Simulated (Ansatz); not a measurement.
# Formation energy and levels of the self-interstitial C_i (4-fold void) in SiC (P6_3mc), part 2 of 2

Aim: at which Fermi levels does C_i (4-fold void) in SiC (P6_3mc) change its charge? The model is a cell of 108 host atoms with 1 C put in.

Ansatz; place-levels on r2SCAN runs: charge-transition levels and formation energies with image-charge correction and potential alignment at the atomic sites; PAW set soft_1.

So far: Set-up; The runs of each charge state.

### Step 3. Levels against the band edges, r2SCAN

A charged cell interacts with its images and the background, and its potential has another zero than the host's. place-levels removes the first by a point-charge model, screened by the static dielectric constant since the ions have relaxed around the charge, and the second by comparing potentials at atoms far from the defect.

The host is a run of the defect-free crystal in the same cutoffs, grids and k-points, so that basis and sampling errors cancel in part in the differences. The host is run in a cell of 12 atoms on a matching mesh. Its band edges are searched through the zone by a band path, so the gap is smaller than, or equal to, that on the mesh. Chemical potentials are energies per atom of C (diamond), run with the same functional and cutoff. Carbon is taken as diamond, which semilocal functionals can put about 0.1 eV an atom over graphite.

File levels.point.yaml:

```yaml
host:
  run: host.point.run
states: [qm3_M1.point.run, qm2.point.run, qm1_M1.point.run, q0.point.run, qp1_M1.point.run, qm2_M2.point.run]
geometry_from:
  qm3_M1.point.run: qm3_M1.relax.run
  qm2.point.run: qm2.relax.run
  qm1_M1.point.run: qm1_M1.relax.run
  q0.point.run: q0.relax.run
  qp1_M1.point.run: qp1_M1.relax.run
  qm2_M2.point.run: qm2_M2.relax.run
  host.point.run: host.relax.run
chemical_potentials:
  C:
    energy: -251.553391
    dataset: "<sha256 of the dataset>"
epsilon: [7.09, 7.09, 7.35]
static_epsilon: [10.43, 10.43, 10.95]
vertical:
  - { from: qm3_M1.point.run, to: qm3_M1.point_neutral.run }
  - { from: qm2.point.run, to: qm2.point_neutral.run }
  - { from: qm1_M1.point.run, to: qm1_M1.point_neutral.run }
  - { from: qp1_M1.point.run, to: qp1_M1.point_neutral.run }
  - { from: qm2_M2.point.run, to: qm2_M2.point_neutral.run }
```

The run is started by

```sh
$ ansatz place-levels levels.point.yaml -- --threads 4 --pin off --max-ram 15073MiB
```

The program printed:

```text
[... repeated set-up lines and file paths are left out, and long positions are rounded to six places ...]
(+1/0) 0.420 eV above the valence edge, 1.948 eV under the conduction edge
(0/-1) 2.256 eV above the valence edge, 0.112 eV under the conduction edge
(-1/-2) 4.022 eV above the valence edge (+4.035 eV without the band-filling correction), in the conduction band; not on the lower envelope
(-2/-3) 3.499 eV above the valence edge (+4.095 eV without the band-filling correction), in the conduction band; not on the lower envelope
(-1/-3) 3.760 eV above the valence edge (+4.065 eV without the band-filling correction), in the conduction band: charges between them are lowest nowhere
formation energy of charge +1: +6.379 eV with the Fermi level at the valence edge
formation energy of charge 0: +6.800 eV with the Fermi level at the valence edge
formation energy of charge -1: +9.056 eV with the Fermi level at the valence edge
formation energy of charge -2: +13.078 eV with the Fermi level at the valence edge
formation energy of charge -3: +16.577 eV with the Fermi level at the valence edge
vertical -3 to 0: no energy, since no alignment is typed
  the change from vertical[0].from (qm3_M1.point.run) to vertical[0].to (qm3_M1.point_neutral.run): by its potential at epsilon [7.09, 7.09, 7.35] it stands at 0.687 0.681 0.123, with an rms radius of about 3.2 Å (1.7 1.7 2.0 Å across the planes of the cell's [...]
vertical -2 to 0: no energy, since no alignment is typed
  the change from vertical[1].from (qm2.point.run) to vertical[1].to (qm2.point_neutral.run): by its potential at epsilon [7.09, 7.09, 7.35] it stands at 0.622 0.710 0.151, with an rms radius of about 2.5 Å (1.5 1.5 1.4 Å across the planes of the cell's [...]
vertical -1 to 0: no energy, since no alignment is typed
  the change from vertical[2].from (qm1_M1.point.run) to vertical[2].to (qm1_M1.point_neutral.run): by its spins about the atoms it stands at 0.558 0.743 0.180, with an rms radius of about 2.2 Å (1.0 1.4 1.3 Å across the planes of the cell's vectors); [...]
vertical +1 to 0: no energy, since no alignment is typed
  the change from vertical[3].from (qp1_M1.point.run) to vertical[3].to (qp1_M1.point_neutral.run): by its spins about the atoms it stands at 0.692 0.832 0.121, with an rms radius of about 2.4 Å (1.3 1.2 1.6 Å across the planes of the cell's vectors); [...]
vertical -2 to 0: no energy, since no alignment is typed
  the change from vertical[4].from (qm2_M2.point.run) to vertical[4].to (qm2_M2.point_neutral.run): by its spins about the atoms it stands at 0.657 0.680 0.133, with an rms radius of about 2.6 Å (1.3 1.5 1.6 Å across the planes of the cell's vectors); [...]
  edges by r2scan, gap 2.368 eV; the host is sampled to repeats of 18.47 Å
  the defect's cells are sampled to repeats of 18.47 Å, like sampling
  charge +1: -48386.5409 eV with its correction of +0.226 eV, at epsilon [10.43, 10.43, 10.95], aligned at sites: +0.0594 eV, mean over 78 atomic sites at or beyond 4.62 Å from the defect at [0.6667, 0.6667, 0.1246], with +0.002764 for the charge's moments [...]
  charge 0: +0.000 eV for its dipole among its images, +0.003 omitted
  charge -1: -48364.9960 eV with its correction of +0.077 eV, at epsilon [10.43, 10.43, 10.95], aligned at sites: +0.0897 eV, mean over 78 atomic sites at or beyond 4.62 Å from the defect at [0.6667, 0.6667, 0.1246], with +0.005977 for the charge's moments [...]
  charge -2: -48351.5266 eV with its correction of +0.467 eV, at epsilon [10.43, 10.43, 10.95], aligned at sites: +0.0994 eV, mean over 78 atomic sites at or beyond 4.62 Å from the defect at [0.6667, 0.6667, 0.1246], with -0.013121 for the charge's moments [...]
  charge -3: -48337.9975 eV with its correction of +1.053 eV, at epsilon [10.43, 10.43, 10.95], aligned at sites: +0.1485 eV, mean over 78 atomic sites at or beyond 4.62 Å from the defect at [0.6667, 0.6667, 0.1246], with +0.009214 for the charge's moments [...]
  states[0] (qm3_M1.point.run): levels filled in part (TS 0.004 eV): its energy is of no whole electron's
  charge -2: states[5] (qm2_M2.point.run) stands 1.070 eV higher, with a moment of 2.00 μB against 0.00
  of states[4] (qp1_M1.point.run): its sublattices stand up to 0.0571 Å off the host's, which by the two runs' forces adds about -0.01 eV to its energy against the host's, and moves the band edges: relax the crystal first, and build the cells on it; [...]
  of states[2] (qm1_M1.point.run): it parts from the run at its places by a charge that spreads by about 1.4 Å along one vector (1.4 Å or more is wide), by the spins about the atoms, where the cell does not tell a trapped carrier from a band state. [...]
  of states[1] (qm2.point.run): it parts from the run at its places by a charge that spreads by about 1.5 Å along one vector (1.4 Å or more is wide), by its potential at epsilon [7.09, 7.09, 7.35], taken for that of held ions (one typed too small widens it), [...]
  of states[0] (qm3_M1.point.run): it parts from the run at its places by a charge that spreads by about 1.7 Å along one vector (1.4 Å or more is wide), by its potential at epsilon [7.09, 7.09, 7.35], taken for that of held ions (one typed too small widens [...]
  of states[5] (qm2_M2.point.run): it parts from the run at its places by a charge that spreads by about 1.5 Å along one vector (1.4 Å or more is wide), by the spins about the atoms, where the cell does not tell a trapped carrier from a band state. [...]
  vertical[0].from (qm3_M1.point.run): levels filled in part (TS 0.004 eV): its energy is of no whole electron's
  of vertical[0].from (qm3_M1.point.run): its sublattices stand up to 0.0291 Å off the host's, which by the two runs' forces adds about +0.02 eV to its energy against the host's, and moves the band edges: relax the crystal first, and build the cells on it; [...]
  vertical[0].to (qm3_M1.point_neutral.run): levels filled in part (TS 0.012 eV): its energy is of no whole electron's
  of vertical[1].from (qm2.point.run): its sublattices stand up to 0.0282 Å off the host's, which by the two runs' forces adds about -0.02 eV to its energy against the host's, and moves the band edges: relax the crystal first, and build the cells on it; [...]
  vertical[1].to (qm2.point_neutral.run): levels filled in part (TS 0.011 eV): its energy is of no whole electron's
  of vertical[2].from (qm1_M1.point.run): its sublattices stand up to 0.0211 Å off the host's, which by the two runs' forces adds about +0.01 eV to its energy against the host's, and moves the band edges: relax the crystal first, and build the cells on it; [...]
  of vertical[3].from (qp1_M1.point.run): its sublattices stand up to 0.0571 Å off the host's, which by the two runs' forces adds about -0.01 eV to its energy against the host's, and moves the band edges: relax the crystal first, and build the cells on it; [...]
  of vertical[4].from (qm2_M2.point.run): stability_check_not_made; [...]
```

Wall time 0.86 s (4 threads of Arm Neoverse V2, shared host).

Levels between the charges placed, in eV above the valence top:

```
        gap (eV)  (+1/0)  (0/−1)  (−1/−2)  (−2/−3)
r2SCAN      2.37    0.42    2.26     4.02     3.50
```

Corrections by state:

```
charge  moment (μB)  image terms and alignment (eV)  band filling (eV)                                  ε used  over the lowest of its charge, as the program ranks them, band filling apart (eV)
    +1          1.0                           0.226                  -  principal values (10.43, 10.43, 10.95)                                                                              0.000
     0          0.0                           0.000                  -                                       -                                                                              0.000
    −1          1.0                           0.077                  -  principal values (10.43, 10.43, 10.95)                                                                              0.000
    −2          0.0                           0.467             -0.013  principal values (10.43, 10.43, 10.95)                                                                              0.000
    −3          1.0                           1.053             -0.609  principal values (10.43, 10.43, 10.95)                                                                              0.000
    −2          2.0                           0.450                  -  principal values (10.43, 10.43, 10.95)                                                                              1.070
```

The charged structures listed were also run neutral, and place-levels reads from each pair, by the potential or the spins, how wide the charge is by which they differ; that can be the carrier of either run.

```
charge  rms radius (Å)  spread where it is widest against the cell (Å)  wide from (Å)  reading
    +1             2.4                                            1.27           1.39   narrow
    −1             2.2                                            1.42           1.39     wide
    −2             2.5                                            1.52           1.39     wide
    −3             3.2                                            1.72           1.39     wide
```

The neutral runs of these pairs need not share the spin of the lowest neutral state, and very wide values only mean spread over the cell.

From the program's caveats on the states, each cut to its opening words:

- charge +1 (1 μB): its sublattices stand up to 0.0571 Å off the host's, which by the two runs' forces adds about -0.01 eV to its energy against the host's, and moves the band [...]
- charge +1 (1 μB), −1 (1 μB), −3 (1 μB), −2 (2 μB): flagged: stability check not made
- charge −1 (1 μB): it parts from the run at its places by a charge that spreads by about 1.4 Å along one vector (1.4 Å or more is wide), by the spins about the atoms, where the [...]
- charge −1 (1 μB): its sublattices stand up to 0.0211 Å off the host's, which by the two runs' forces adds about +0.01 eV to its energy against the host's, and moves the band [...]
- charge −2: it parts from the run at its places by a charge that spreads by about 1.5 Å along one vector (1.4 Å or more is wide), by its potential at epsilon [7.09, 7.09, [...]
- charge −2: a band-filling correction moves a carrier to the host's band edge, which changes its energy by -0.013 eV
- charge −2: its sublattices stand up to 0.0282 Å off the host's, which by the two runs' forces adds about -0.02 eV to its energy against the host's, and moves the band [...]
- charge −3 (1 μB): it parts from the run at its places by a charge that spreads by about 1.7 Å along one vector (1.4 Å or more is wide), by its potential at epsilon [7.09, 7.09, [...]
- charge −3 (1 μB): a band-filling correction moves a carrier to the host's band edge, which changes its energy by -0.609 eV
- charge −3 (1 μB): its sublattices stand up to 0.0291 Å off the host's, which by the two runs' forces adds about +0.02 eV to its energy against the host's, and moves the band [...]
- charge −2 (2 μB): it parts from the run at its places by a charge that spreads by about 1.5 Å along one vector (1.4 Å or more is wide), by the spins about the atoms, where the [...]

The host's formation energy from the elements is -0.356 eV per atom; it sets how far the chemical potentials can move.

Limit set by the element alone; other compounds of these elements are not counted. Chemical potentials from the elements' reference states: C 0.00 eV, Si -0.71 eV. Formation energy by charge state (C-rich; gap 2.37 eV):

```
charge  at valence top (eV)  at conduction bottom (eV)  correction included (eV)
    +1                 6.38                       8.75                      0.23
     0                 6.80                       6.80                      0.00
    −1                 9.06                       6.69                      0.08
    −2                13.08                       8.34                      0.45
    −3                16.58                       9.47                      0.44
```

(Fermi level (eV), lowest formation energy (eV)): (0.00, 6.38), (0.22, 6.59), (0.43, 6.80), (0.65, 6.80), (0.86, 6.80), (1.08, 6.80), (1.29, 6.80), (1.51, 6.80), (1.72, 6.80), (1.94, 6.80), (2.15, 6.80), (2.37, 6.69)

Limit set by the element alone; other compounds of these elements are not counted. Chemical potentials from the elements' reference states: Si 0.00 eV, C -0.71 eV. Formation energies (Si-rich), with the Fermi level at the valence top and at the conduction bottom (gap 2.37 eV):

```
charge  at valence top (eV)  at conduction bottom (eV)  correction included (eV)
    +1                 7.09                       9.46                      0.23
     0                 7.51                       7.51                      0.00
    −1                 9.77                       7.40                      0.08
    −2                13.79                       9.05                      0.45
    −3                17.29                      10.18                      0.44
```

(Fermi level (eV), lowest formation energy (eV)): (0.00, 7.09), (0.22, 7.31), (0.43, 7.51), (0.65, 7.51), (0.86, 7.51), (1.08, 7.51), (1.29, 7.51), (1.51, 7.51), (1.72, 7.51), (1.94, 7.51), (2.15, 7.51), (2.37, 7.40)

### Step 4. Effect of the sampling

The relaxations' own energies give the levels at their sampling, for comparison.

File levels.relax_mesh.yaml:

```yaml
host:
  run: host.relax.run
states: [qm3_M1.relax.run, qm2.relax.run, qm1_M1.relax.run, q0.relax.run, qp1_M1.relax.run, qm2_M2.relax.run]
chemical_potentials:
  C:
    energy: -251.553391
    dataset: "<sha256 of the dataset>"
```

The run is started by

```sh
$ ansatz place-levels levels.relax_mesh.yaml -- --threads 4 --pin off --max-ram 15073MiB
```

The program printed:

```text
(+1/0) 0.392 eV above the valence edge, 1.986 eV under the conduction edge
(0/-1) 2.568 eV above the valence edge, in the conduction band
[...]
formation energy of charge +1: +6.519 eV with the Fermi level at the valence edge
formation energy of charge 0: +6.911 eV with the Fermi level at the valence edge
formation energy of charge -1: +9.479 eV with the Fermi level at the valence edge
formation energy of charge -2: +13.133 eV with the Fermi level at the valence edge
formation energy of charge -3: +16.768 eV with the Fermi level at the valence edge
  edges by r2scan, gap 2.378 eV; the host is sampled to repeats of 16.00 Å
[... the lines on each state left out ...]
```

It took 0.22 s on 4 threads.

Levels between neighbouring charges, in eV above the valence top:

```
                        gap (eV)  (+1/0)  (0/−1)  (−1/−2)  (−2/−3)
one point at (¼, ¼, ¼)      2.38    0.39    2.57     3.65     3.64
  a 2×2×2 shifted mesh      2.37    0.42    2.26     4.02     3.50
```

Going from one point at (¼, ¼, ¼) to a 2×2×2 shifted mesh moves the levels that carry no band-filling term by up to 0.31 eV and formation energies against the elements by up to 0.42 eV; band-filling terms, which differ between samplings, are in these energies.

### Step 5. What came out

```yaml
gap_of_the_host: 2.37 eV (r2SCAN)
level_plus_1_over_0: 0.42 eV above the valence top
level_0_minus_1: 2.26 eV above the valence top
level_minus_1_minus_2: 4.02 eV above the valence top, past the conduction bottom, not a change between lowest states (4.04 eV above the valence top without the band-filling term)
level_minus_2_minus_3: 3.50 eV above the valence top, past the conduction bottom, not a change between lowest states (4.09 eV above the valence top without the band-filling term)
lowest_of_the_charges_placed_just_above_the_valence_top_0p02_ev: +1
lowest_of_the_charges_placed_just_below_the_conduction_bottom_0p02_ev: −1
lowest_formation_energy_at_mid_gap_of_the_charges_run_c_rich: 6.80 eV
lowest_formation_energy_at_mid_gap_of_the_charges_run_si_rich: 7.51 eV
```

In words: Of the charges placed (−3, −2, −1, 0 and +1), the lowest changes at 0.42 eV (+1/0) and 2.26 eV (0/−1) above the valence top, in a gap of 2.37 eV. (0/−1) lies 0.11 eV from a band edge, less than the doubt on such levels. Charges above +1 were not placed, so these runs say nothing of levels that involve them. States placed: +1 at 1 μB; 0 at 0 μB; −1 at 1 μB; −2 at 0 μB and 2 μB; −3 at 1 μB. Other spin states or structures, where not listed, weren't placed. The program finds carriers beyond a band edge of the host and adds a band-filling term at charge −3 (-0.61 eV) and −2 (-0.01 eV); steps to such a charge show no bound level, and a defect level inside a band would be read the same way. At charge −1, 0 and +1 the atom put in ends up to 1.5 Å from its starting place, so the name tells the start alone and the levels can join different sites. Going from one point at (¼, ¼, ¼) to a 2×2×2 shifted mesh moves the levels that carry no band-filling term by up to 0.31 eV and formation energies against the elements by up to 0.42 eV; band-filling terms, which differ between samplings, are in these energies. Limits: r2SCAN makes the gap too small and tends to spread out bound carriers; force components of up to 0.33 eV/Å remain in a run at the final settings.

Computed beside measured:

| quantity | measured | r2SCAN |
| --- | --- | --- |
| band gap (least gap of the host) (eV) | 3.03 | 2.37 (-0.66 eV) |

Measured values from arxiv:1806.04908 (2018).

Verdict: The band gap is off by -0.66 eV: a clear miss. Local and semilocal functionals usually give gaps below the measured ones. Zero-point and thermal motion shift the measured gap.

[Logs are printed without paths, hosts, clocks, repeated set-up lines and the standing remarks that a program may print on its own settings, such as how far it seeks lower states.]

[Hosts, paths, dates, database ids (printed as entryN), source tags and the programs' standing remarks are cut or masked in the printed files.]

[Where a table of states has a column of steps, it counts the stored structures, which are thinned; the runs took as many ionic steps or more.]

[A defect's name tells the site on which it was built; relaxed atoms can leave that site.]

[For some hosts the program warned that the k-mesh of the response run may be too coarse for force constants and the static dielectric constant; such warnings are not shown here.]
